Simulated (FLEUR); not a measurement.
Computed results, one entry a study.

```cif
data_cro2
_symmetry_space_group_name_H-M 'P4_2/mnm'
_symmetry_Int_Tables_number 136
_cell_length_a 4.4210
_cell_length_b 4.4210
_cell_length_c 2.9170
_cell_angle_alpha 90.000
_cell_angle_beta 90.000
_cell_angle_gamma 90.000
_cell_volume 57.01
loop_
_atom_site_label
_atom_site_type_symbol
_atom_site_symmetry_multiplicity
_atom_site_Wyckoff_symbol
_atom_site_fract_x
_atom_site_fract_y
_atom_site_fract_z
_atom_site_occupancy
Cr1 Cr 2 a 0.00000 0.00000 0.00000 1
O1 O 4 f 0.30100 0.30100 0.00000 1
_calc_subject 'Magnetic state of CrO2 from several starts'
_calc_method 'PBEsol; all-electron FLAPW, Dirac cores, scalar-relativistic bands'
_calc_program 'FLEUR MaX-R8.1'
_calc_settings_of_one_run 'kmax 4.4 1/bohr, gmax 13.2 1/bohr, muffin tin radii Cr: 2.22, O: 1.25 bohr, lmax Cr: [8, 6], O: [6, 4], hist occupations, smearing width 0.05 eV, mixer Anderson, mixing 0.05, max iterations 130, stop 2.00e-5 me/bohr³, collinear spin, 8×8×8 k-mesh, mesh matched on, starting moments 3 3 0 0 0 0 μB'
_calc_cost '3 runs, 6.3 min in all on 4 MPI ranks of Arm Neoverse V1, shared host (the runs of this entry)'
_calc_notes 'The run is spin-polarised, with a total moment of 4.00 μB a cell. Only 3 starts were tried; other patterns of signs, canted and longer-period orders were not.'
_calc_lowest_state_found 'ferromagnetic (initial ferro ++)'
_calc_largest_site_spin_moment '2.04 μB'
_calc_next_finished_state 'antiferromagnetic, 158 meV a seeded atom higher'
_calc_energy_gained_by_spin_polarisation '536 meV a seeded atom'
```

[Logs and program files are shortened in this print: banners, set-up blocks, solver, clock and traceback lines can be left out without a mark of their own.]

[Logs are printed without paths, hosts, clocks, repeated set-up lines and the standing remarks that a program may print on its own settings, such as how far it seeks lower states.]

[Hosts, paths, dates, database ids (printed as entryN), source tags and the programs' standing remarks are cut or masked in the printed files.]

[Where a cell is said to come from a database of computed structures, the database is the Materials Project.]
